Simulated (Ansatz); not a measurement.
## CrCl3 bilayer (AA) in a perpendicular field

Aim: how the CrCl3 bilayer (AA) screens a field along its normal, and what the field does to its bands. A positive field points along +c.

Calculated with Ansatz 0.2.0; plane-wave DFT, PBEsol+U-D3(BJ), Ansatz PAW.

### Step 1. Set-up

The cell holds 16 atoms: 12 Cl and 4 Cr. Its edges and angles: a = 5.982 Å, b = 5.982 Å, c = 48.155 Å, α = 90.0°, β = 90.0°, γ = 120.0°. Regions: layer 1: CrCl3, 8 atoms (6 Cl and 2 Cr); layer 2: CrCl3, 8 atoms (6 Cl and 2 Cr). Vacuum lies along c.

### Step 2. Relaxation

The starting cell is a guess, so the in-plane lattice and the atoms are relaxed first, with the slab cut off from its images along the normal.

The input, input.yaml:

```yaml
crystal:
  lattice:
    - [5.98175, 0.0, 0.0]
    - [-2.990875, 5.1803474591, 0.0]
    - [0.0, 0.0, 48.1553560008]
  atoms:
    - { symbol: Cl, position: [0.64, 0.0, 0.4111692166] }
    - { symbol: Cl, position: [0.0, 0.64, 0.4111692166] }
    - { symbol: Cl, position: [0.36, 0.36, 0.4111692166] }
    - { symbol: Cr, position: [0.3333333333, 0.6666666667, 0.4394908637], spin: 3.0 }
    - { symbol: Cr, position: [0.6666666667, 0.3333333333, 0.4394908637], spin: 3.0 }
    - { symbol: Cl, position: [0.36, 0.0, 0.4678125108] }
    - { symbol: Cl, position: [0.0, 0.36, 0.4678125108] }
    - { symbol: Cl, position: [0.64, 0.64, 0.4678125108] }
    - { symbol: Cl, position: [0.64, 0.0, 0.5321874892] }
    - { symbol: Cl, position: [0.0, 0.64, 0.5321874892] }
    - { symbol: Cl, position: [0.36, 0.36, 0.5321874892] }
    - { symbol: Cr, position: [0.3333333333, 0.6666666667, 0.5605091363], spin: -3.0 }
    - { symbol: Cr, position: [0.6666666667, 0.3333333333, 0.5605091363], spin: -3.0 }
    - { symbol: Cl, position: [0.36, 0.0, 0.5888307834] }
    - { symbol: Cl, position: [0.0, 0.36, 0.5888307834] }
    - { symbol: Cl, position: [0.64, 0.64, 0.5888307834] }
  periodic: [true, true, false]
magnetization:
  spin_polarized: true
kpoints:
  mp_grid: { grid: [6, 6, 1] }
hamiltonian:
  xc: pbesol
  dispersion: d3bj
  hubbard: { sites: [{ species: Cr, l: d, u_eff: 3.0 }] }
scf:
  occupations: { method: fermi_dirac, width: 0.05 }
  convergence: { dr2_threshold: 1.0e-09 }
relax:
  f_tol: 0.004
  max_steps: 90
  cell: {}
output:
  write_potential: true
  write_density: true
  volumetric_format: npy
```

Run with:

```console
ansatz run input.yaml --threads 4 --pin off --max-ram 12288MiB --backend cpu --events-out ev --progress --plain --runs-dir out
```

Numbers of over 12 decimals in the logs are rounded to 6 here.

Log:

```text
Warning: relax.cell: scf.convergence.dr2_threshold = 1e-9 eV is looser than the 4.64709339353e-10 eV advised for a relaxation that steers and ends on the stress (1e-10 eV for each atom of the cell: 16, times the square of relax.cell.stress_2d_tol = 0.05 N/m over 18.6 Å (the atoms' height at the walk's start and 5 Å past either face), 2.695e-2 GPa, over a crystal's default 0.05). What an SCF threshold leaves in a stress goes as its square root, and in the free energy as the threshold itself, and one threshold admits the most on a small cell: [figures from the program's tests cut] Set scf.convergence.dr2_threshold to 4.64709339353e-10 eV or tighter. [rest of the remark cut]
Cl: projections on atomic orbitals take those of the free atom [Ne] 3s2 3p5, of charge +0.00 (hamiltonian.pseudopotentials.projection_atoms); the dataset's partial waves leave at most 2.1e-7 of an orbital's norm unspanned inside its sphere
Cr: projections on atomic orbitals take those of the free atom [Ne] 3s2 3p6 3d5 4s1, of charge +0.00 (hamiltonian.pseudopotentials.projection_atoms); the dataset's partial waves leave at most 7.0e-7 of an orbital's norm unspanned inside its sphere
Engine: ansatz 0.2.0, x86_64-unknown-linux-gnu
Pseudopotentials: kind: paw
Pseudopotential: Cl, paw, valence charge 7, recommended cutoff 420 eV (normal), Cl.paw.azcp
Pseudopotential: Cr, paw, valence charge 14, recommended cutoff 420 eV (normal), Cr.paw.azcp
Functional definition: PBEsol
  exchange = pbesol_x
  correlation = pbesol_c
Crystal: 16 atoms, lattice volume = 1492.216 Å³
Basis set: ecut = 420 eV, 29009 PW (Γ), exchange–correlation on 80×80×648 points (8 copies of the dense FFT grid, shifted against one another)
Bands: 92, of which v1, the nominal top of the filled ones, is band 70 counted from 1 (69 counted from 0)
Symmetry: 6 space group operations
Space group: P31m (ITA 157), of the structure as read, at distance tolerance 1.1e-4 Å
Magnetic group: BNS 162.75 (UNI 1305), of the structure as read, at distance tolerance 1.1e-4 Å
k-points: 7 of 36 (time reversal used)
Non-local potential: Cl, projectors of the file, l = 0: 2, l = 1: 2, l = 2: 2
Non-local potential: Cr, projectors of the file, l = 0: 3, l = 1: 2, l = 2: 3, l = 3: 1
PAW form: soft (Blöchl's): semilocal exchange-correlation on the pseudo side does not see the compensation charge
PAW frozen core: Cl, regenerated for the run's functional, and the local potential with it (the file was generated under x = pbe(κ = 0.804, μ = 0.219515), c = pbe(β = 0.066725))
PAW frozen core: Cr, regenerated for the run's functional, and the local potential with it (the file was generated under x = pbe(κ = 0.804, μ = 0.219515), c = pbe(β = 0.066725))
PAW one-centre angular grid: Cl, 110 points (default); XC on 64 Gauss nodes
PAW one-centre angular grid: Cr, 590 points (default); XC on 64 Gauss nodes
Initial density: superposition of atomic densities (neutral atoms: chi_scale 0, normalization atom)
Starting moments: Σ|m| = 12 μB on 4 of 16 sites
Starting magnetic order: antiferromagnet; an inversion exchanges its spin sublattices: spin-degenerate at every k-point
Initial wavefunctions: pseudopotential atomic-orbital guess
Functional: x = pbesol(κ = 0.804, μ = 0.123457), c = pbesol(β = 0.046)
SCF iter   1: F=—  HF=-26145.705960 eV  |F-HF|=—  |Δ(HF+E_count)|=         —  Δρ=2.56e-2 (↑2.56e-2 ↓2.56e-2)  dr2=4.60e1  dr2_m=7.31e-1  M=-0.000 μB ∫|m|=13.095 μB  β_m=1.00  ethr=3.10e-3  ⟨swp⟩=9.2  Hψ=6595  notcnv=0  defer=87
preconditioner: auto → Resta (q_TF=auto, 1.839 Å⁻¹)  ε∞=1.8  [insulator: Δε(μ)=1.161 eV  Ē_g=11.162 eV  σ=0.050 eV  W_gap=1.00  n_scr=154 (ndim 8)  ℏωp=10.0 eV  f_vac=0.746  D(μ)=0.00/eV (n_scr^D=0)  ε∞_Penn≈1.8  vacuum switching on, ρ_ref=9.0e-3 e/Å³]
spin=Collinear: Resta preconditioning applied to the charge; magnetization (m = ρ↑ − ρ↓) channel mixes plain (no charge-response kernel on spin).
SCF iter   2: F=—  HF=-26138.817592 eV  |F-HF|=—  |Δ(HF+E_count)|=    6.89e0  Δρ=1.26e-2 (↑1.25e-2 ↓1.26e-2)  dr2=2.51e0  dr2_m=1.47e0  M=0.000 μB ∫|m|=14.854 μB  β_m=1.00  ethr=3.10e-3  ⟨swp⟩=4.6  Hψ=3071  notcnv=0  defer=160
SCF iter   3: F=—  HF=-26138.925213 eV  |F-HF|=—  |Δ(HF+E_count)|=   1.08e-1  Δρ=4.40e-3 (↑4.40e-3 ↓4.39e-3)  dr2=7.12e-1  dr2_m=9.13e-3  M=0.000 μB ∫|m|=14.571 μB  β_m=0.30  ethr=1.80e-3  ⟨swp⟩=3.6  Hψ=2398  notcnv=0  defer=160
SCF iter   4: F=—  HF=-26139.221452 eV  |F-HF|=—  |Δ(HF+E_count)|=   2.96e-1  Δρ=1.59e-3 (↑1.58e-3 ↓1.59e-3)  dr2=8.68e-2  dr2_m=3.54e-3  M=-0.000 μB ∫|m|=14.672 μB  β_m=1.00  ethr=5.09e-4  ⟨swp⟩=3.9  Hψ=2468  notcnv=0  defer=160
SCF iter   5: F=—  HF=-26139.458322 eV  |F-HF|=—  |Δ(HF+E_count)|=   2.37e-1  Δρ=1.29e-3 (↑1.26e-3 ↓1.29e-3)  dr2=8.28e-2  dr2_m=5.25e-3  M=0.000 μB ∫|m|=14.481 μB  β_m=0.30  ethr=6.20e-5  ⟨swp⟩=4.9  Hψ=2817  notcnv=0  defer=160
SCF iter   6: F=—  HF=-26139.582888 eV  |F-HF|=—  |Δ(HF+E_count)|=   1.25e-1  Δρ=3.67e-4 (↑3.66e-4 ↓3.67e-4)  dr2=8.03e-3  dr2_m=5.63e-4  M=-0.000 μB ∫|m|=14.489 μB  β_m=1.00  ethr=5.91e-5  ⟨swp⟩=3.4  Hψ=1957  notcnv=0  defer=160
SCF iter   7: F=—  HF=-26139.653175 eV  |F-HF|=—  |Δ(HF+E_count)|=   7.03e-2  Δρ=4.11e-4 (↑3.90e-4 ↓4.11e-4)  dr2=6.72e-3  dr2_m=1.05e-3  M=0.000 μB ∫|m|=14.379 μB  β_m=0.30  ethr=5.74e-6  ⟨swp⟩=3.4  Hψ=2720  notcnv=0  defer=160
SCF iter   8: F=—  HF=-26139.690770 eV  |F-HF|=—  |Δ(HF+E_count)|=   3.76e-2  Δρ=2.76e-4 (↑2.76e-4 ↓2.70e-4)  dr2=1.35e-3  dr2_m=8.17e-4  M=-0.000 μB ∫|m|=14.340 μB  β_m=0.30  ethr=4.80e-6  ⟨swp⟩=2.8  Hψ=1928  notcnv=0  defer=160
Mixer restart at iter 8: flushing history
spin-set hold released at iteration 8 (site moments contracting): the magnetisation degrees of freedom join the quasi-Newton model from the next iteration; the mixer history was flushed
SCF iter   9: F=—  HF=-26139.711038 eV  |F-HF|=—  |Δ(HF+E_count)|=   2.03e-2  Δρ=2.47e-4 (↑2.42e-4 ↓2.47e-4)  dr2=2.60e-4  dr2_m=7.66e-4  M=0.000 μB ∫|m|=14.303 μB  β_m=0.65  ethr=9.64e-7  ⟨swp⟩=3.5  Hψ=2555  notcnv=0  defer=160
SCF iter  10: F=—  HF=-26139.737613 eV  |F-HF|=—  |Δ(HF+E_count)|=   2.66e-2  Δρ=5.15e-4 (↑5.15e-4 ↓4.31e-4)  dr2=1.04e-2  dr2_m=1.33e-3  M=-0.000 μB ∫|m|=14.146 μB  β_m=0.53  ethr=1.86e-7  ⟨swp⟩=4.9  Hψ=3130  notcnv=0  defer=160
Mixer restart at iter 10: flushing history
SCF iter  11: F=—  HF=-26137.520519 eV  |F-HF|=—  |Δ(HF+E_count)|=         —  Δρ=6.72e-4 (↑6.72e-4 ↓6.68e-4)  dr2=1.32e-3  dr2_m=5.84e-3  M=0.000 μB ∫|m|=13.970 μB  β_m=1.00  ethr=1.86e-7  ⟨swp⟩=4.9  Hψ=3610  notcnv=0  defer=160
Mixer restart at iter 11: flushing history
[...]
SCF iter  13: F=—  HF=-26139.850577 eV  |F-HF|=—  |Δ(HF+E_count)|=   1.18e-6  Δρ=4.73e-6 (↑4.71e-6 ↓4.73e-6)  dr2=1.49e-6  dr2_m=1.52e-7  M=-0.000 μB ∫|m|=13.914 μB  β_m=0.78  ethr=2.68e-9  ⟨swp⟩=3.0  Hψ=2636  notcnv=0  defer=168
SCF iter  14: F=—  HF=-26139.850577 eV  |F-HF|=—  |Δ(HF+E_count)|=   4.69e-7  Δρ=3.81e-6 (↑3.81e-6 ↓3.15e-6)  dr2=2.61e-6  dr2_m=2.63e-8  M=0.000 μB ∫|m|=13.913 μB  β_m=0.58  ethr=1.06e-9  ⟨swp⟩=2.4  Hψ=1980  notcnv=0  defer=168
SCF iter  15: F=—  HF=-26139.850577 eV  |F-HF|=—  |Δ(HF+E_count)|=   3.85e-7  Δρ=1.10e-6 (↑1.10e-6 ↓8.97e-7)  dr2=3.12e-8  dr2_m=8.88e-9  M=-0.000 μB ∫|m|=13.913 μB  β_m=0.63  ethr=1.06e-9  ⟨swp⟩=2.6  Hψ=1826  notcnv=0  defer=168
SCF iter  16: F=—  HF=-26139.850577 eV  |F-HF|=—  |Δ(HF+E_count)|=   1.32e-8  Δρ=9.00e-7 (↑7.88e-7 ↓9.00e-7)  dr2=4.58e-8  dr2_m=2.17e-9  M=0.000 μB ∫|m|=13.913 μB  β_m=0.63  ethr=2.23e-11  ⟨swp⟩=3.0  Hψ=2516  notcnv=0  defer=168
SCF iter  17: F=—  HF=-26139.850577 eV  |F-HF|=—  |Δ(HF+E_count)|=   5.14e-9  Δρ=2.50e-7 (↑2.50e-7 ↓1.65e-7)  dr2=2.43e-9  dr2_m=2.79e-10  M=0.000 μB ∫|m|=13.913 μB  β_m=0.59  ethr=2.23e-11  ⟨swp⟩=3.1  Hψ=2220  notcnv=0  defer=168
SCF iter  18: F=-26139.850577 eV  HF=-26139.850577 eV  |F-HF|=2.40e-10  |Δ(HF+E_count)|=  3.57e-10  Δρ=5.04e-8 (↑4.82e-8 ↓5.04e-8)  dr2=2.41e-11  dr2_m=2.47e-11  M=0.000 μB ∫|m|=13.913 μB  ethr=1.00e-12  ⟨swp⟩=2.9  Hψ=2688  notcnv=0
WARN: dispersion: an atom stands within reach of a switch of its C6 between two reference coordination numbers of its element: through that C6 alone, e_disp changes by 0.025 eV or more while the distances to its neighbours run over a stretch of 0.05 Å that contains this geometry (sites counted from 0 in the run's list of atoms or, in a supercell that it derives, in that cell's: here a list of 16) — site 3 (Cr): coordination number 6.082 (about 5.92 to 6.24 with every neighbour 0.05 Å farther or nearer), switch near 6.223 between the references 1.827 (weight 1.00) and 10.619 (weight 0.00), e_disp changing by some 0.09 eV; [rest of the remark cut]
SCF 1 converged in 18 iterations: F = -26139.850577 eV  dr2 = 2.41e-11
a single-point calculation of the run's input, under the relaxation's own `scf.mixing.negative_modes` where the relaxation goes by `scf.lower_state_search: light` itself or types `scf.max_iter`, was made at the relaxed geometry, from the atoms, in 18 SCF iterations in all. It converged -0.0 meV from the relaxation's final energy, with moments (-0.05, -0.05, -0.05, 2.77, 2.77, -0.05, -0.05, -0.05, 0.05, 0.05, 0.05, -2.77, -2.77, 0.05, 0.05, 0.05 Bohr magnetons, atom by atom), which does not count as lower, and the relaxation's result stands. No further magnetic order was relaxed to its end, and one can end lower (see `relax.adjacent_minimum`).
SCF converged after 6 iterations
an eigenvalue changed by more than its tolerance at an iteration that met the thresholds in force, so the SCF went on 1 time: the last check found none over its tolerance
Magnetization: 0.0000 μB (70.0000 up, 70.0000 down)
Absolute magnetization: 13.9044 μB (∫|ρ↑−ρ↓|, with the PAW one-centre terms)
Spin contamination: 6.2991 ħ² per cell (⟨S²⟩ above its minimum at these occupations)
Per-site moments (μB) at R_I (Å): [(-0.052534, 0.962841), (-0.052534, 0.962841), (-0.052534, 0.962841), (2.766593, 0.962816), (2.766593, 0.962816), (-0.049513, 0.962816), (-0.049513, 0.962816), (-0.049513, 0.962816), (0.049514, 0.962816), (0.049514, 0.962816), (0.049514, 0.962816), (-2.766594, 0.962816), (-2.766594, 0.962816), (0.052534, 0.962841), (0.052534, 0.962841), (0.052534, 0.962841)]
Free energy (F): -26139.850577 eV
Harris-Foulkes:  -26139.850577 eV  (|F-HF|=8.15e-10)
Internal energy: -26139.850577 eV  (E = F + TS)
E sigma→0 (E₀):  -26139.850577 eV
Fermi energy:    -6.176923 eV
--- Per-component energies (eV) ---
  E_band       = -3119.527570
  E_kinetic    = 3288.102014
  E_local      = -514576.833992  (includes V_loc(G=0)·N_el)
  E_nonlocal   = 677.265506
  E_hartree    = 255291.857194
  E_xc         = -1817.637375
  E_vxc        = -2155.303078  (∫ρ·V_xc dr)
  E_hubbard    = 6.701152  (on-site DFT+U / exact-exchange correction)
  E_vhub       = -13.910440  (the Hubbard potential's part of the band-sum identity)
  E_paw        = -12373.390265  (= ΣΔE_a)
  E_vpaw       = -922.565187  (= ΣTr[D̂ρ^β])
  E_aug_tail   = 0.002658  (compensation charges beyond the density's cutoff)
  E_ewald      = 243365.279182
  E_disp       = -2.777833  (pairwise vdW)
  E_core_change = 1.581183  (= ΣΔE_core)
  E_smearing   = -0.000000  (= −TS)
  E_closure    = -0.000000  (closes the sum)
  Σ components = -26139.850577   (vs F -26139.850577, Δ=0.00e0)
--- Forces (eV/Å), atoms counted from 1 ---
  atom   1  Cl    -0.00054698    -0.00000000     0.00030398
  atom   2  Cl     0.00027349    -0.00047370     0.00030398
  atom   3  Cl     0.00027349     0.00047370     0.00030398
  atom   4  Cr    -0.00000000    -0.00000000     0.00061957
  atom   5  Cr    -0.00000000     0.00000000     0.00061957
  atom   6  Cl    -0.00015376     0.00000000     0.00072926
  atom   7  Cl     0.00007688    -0.00013316     0.00072926
  atom   8  Cl     0.00007688     0.00013316     0.00072926
  atom   9  Cl     0.00015221    -0.00000000    -0.00072719
  atom  10  Cl    -0.00007610     0.00013181    -0.00072719
  atom  11  Cl    -0.00007610    -0.00013181    -0.00072719
  atom  12  Cr    -0.00000000    -0.00000000    -0.00062136
  atom  13  Cr    -0.00000000     0.00000000    -0.00062136
  atom  14  Cl     0.00054778     0.00000000    -0.00030501
  atom  15  Cl    -0.00027389     0.00047439    -0.00030501
  atom  16  Cl    -0.00027389    -0.00047439    -0.00030501
  max |Σ_I F_I| component: 4.56e-7 eV/Å
--- 2D stress c σ (N/m, compression-positive) ---
       -0.003225       0.000000       0.000000
       -0.000000      -0.003225       0.000000
        0.000000       0.000000      -0.000000
  P = ½ c Tr σ = -0.0032 N/m
--- Band table (eV; the first three rows and the last of 14) ---
  k-point 0 ↑: bands = [... 66 lower, -7.7632, -7.7632, -7.5146, -7.5146, -4.9256, -4.9256, -4.6896, -4.6896, ... 18 higher]
  k-point 1 ↑: bands = [... 66 lower, -7.7840, -7.7641, -7.5077, -7.4477, -4.9311, -4.9135, -4.7941, -4.7060, ... 18 higher]
  k-point 2 ↑: bands = [... 66 lower, -7.7938, -7.7625, -7.5487, -7.3706, -4.9296, -4.9070, -4.8487, -4.7737, ... 18 higher]
  k-point 6 ↓: bands = [... 66 lower, -7.6696, -7.6696, -7.4907, -7.4907, -4.9262, -4.8619, -4.8619, -4.6870, ... 18 higher]
  the weakly bound empty levels are not read free of the cell's end (hubbard_term)
--- Relaxed structure (6 steps of the walk, 6 accepted, 1 SCFs on fresh bases) ---
  F+E_penalty+E_count = -26139.85057675 eV   max|allowed force component| = 7.293e-4 eV/Å   (the final SCF, on the basis selected at the relaxed cell)
  cell:  # Å, volume = 1450.4127 Å³
    - [5.897367, 3.122782778725836e-18, 0]
    - [-2.948684, 5.107270, 0]
    - [0, 0, 48.1553560008]
  atoms:
    - { symbol: Cl, position: [0.647210, 0, 0.413395] }
    - { symbol: Cl, position: [0, 0.647210, 0.413395] }
    - { symbol: Cl, position: [0.352790, 0.352790, 0.413395] }
    - { symbol: Cr, position: [0.333333, 0.666667, 0.441228] }
    - { symbol: Cr, position: [0.666667, 0.333333, 0.441228] }
    - { symbol: Cl, position: [0.348360, 0, 0.468699] }
    - { symbol: Cl, position: [0, 0.348360, 0.468699] }
    - { symbol: Cl, position: [0.651640, 0.651640, 0.468699] }
    - { symbol: Cl, position: [0.651640, 0, 0.531301] }
    - { symbol: Cl, position: [5.551115123125783e-17, 0.651640, 0.531301] }
    - { symbol: Cl, position: [0.348360, 0.348360, 0.531301] }
    - { symbol: Cr, position: [0.333333, 0.666667, 0.558772] }
    - { symbol: Cr, position: [0.666667, 0.333333, 0.558772] }
    - { symbol: Cl, position: [0.352790, 0, 0.586605] }
    - { symbol: Cl, position: [2.7755575615628914e-17, 0.352790, 0.586605] }
    - { symbol: Cl, position: [0.647210, 0.647210, 0.586605] }
```

The job ended after 6.3 min (4 threads of Intel Xeon Platinum 8488C (Sapphire Rapids), shared host; peak memory 4.2 GiB).

The steps of the relaxation:

| step | energy less that of the first step (eV) | largest force component (eV/Å) | volume (Å³) |
| --- | --- | --- | --- |
| 1 | 0.0000 | 0.2431 | 1492.22 |
| 2 | -0.1023 | 0.0766 | 1464.50 |
| 3 | -0.1070 | 0.0513 | 1451.86 |
| 4 | -0.1122 | 0.0461 | 1448.19 |
| 5 | -0.1141 | 0.0187 | 1449.49 |
| 6 | -0.1146 | 0.0007 | 1450.41 |
| 7* | -0.1136 | 0.0007 | 1450.41 |
| 7* | -0.1136 | 0.0007 | 1450.41 |

Relaxation steps marked * repeat the geometry before them on a plane-wave basis chosen anew for their cell, so energy and pressure can jump there.

Forces are held to the 6 operations that the run works with; a distortion that breaks them can't arise in this run.

| cell as run | before | after | change |
| --- | --- | --- | --- |
| a (Å) | 5.982 | 5.897 | -1.4 % |
| b (Å) | 5.982 | 5.897 | -1.4 % |

The atoms that moved most (Å, along periodic axes as changes of fractional coordinates times the final cell, across vacuum about the mean position):

| atom | dx | dy | dz | length |
| --- | --- | --- | --- | --- |
| Cl16 | 0.021 | 0.037 | -0.107 | 0.115 |
| Cl15 | 0.021 | -0.037 | -0.107 | 0.115 |
| Cl14 | -0.043 | 0.000 | -0.107 | 0.115 |
| Cl1 | 0.043 | 0.000 | 0.107 | 0.115 |
| Cl2 | -0.021 | 0.037 | 0.107 | 0.115 |
| Cl3 | -0.021 | -0.037 | 0.107 | 0.115 |
| Cr5 | 0.000 | 0.000 | 0.084 | 0.084 |
| Cr4 | 0.000 | 0.000 | 0.084 | 0.084 |

This step gave:

```yaml
gap_on_the_k_mesh: 2.382 eV
```

Site moment by atom:

| atom | site moment (μB) |
| --- | --- |
| Cl1 | -0.05 |
| Cl2 | -0.05 |
| Cl3 | -0.05 |
| Cr4 | 2.77 |
| Cr5 | 2.77 |
| Cl6 | -0.05 |
| Cl7 | -0.05 |
| Cl8 | -0.05 |
| Cl9 | 0.05 |
| Cl10 | 0.05 |
| Cl11 | 0.05 |
| Cr12 | -2.77 |
| Cr13 | -2.77 |
| Cl14 | 0.05 |
| Cl15 | 0.05 |
| Cl16 | 0.05 |

The lattice constant a goes from 5.982 to 5.897 Å.

(Part 1 of 3 ends here.)

[Logs are printed without paths, hosts, clocks, repeated set-up lines and the standing remarks that a program may print on its own settings, such as how far it seeks lower states.]

[Hosts, paths, dates, database ids (printed as entryN), source tags and the programs' standing remarks are cut or masked in the printed files.]

[Maps of the electrostatic potential energy from Ansatz leave out the sawtooth potential of an applied field or a dipole correction, so their vacuum need not be flat; planar profiles and work functions include it.]
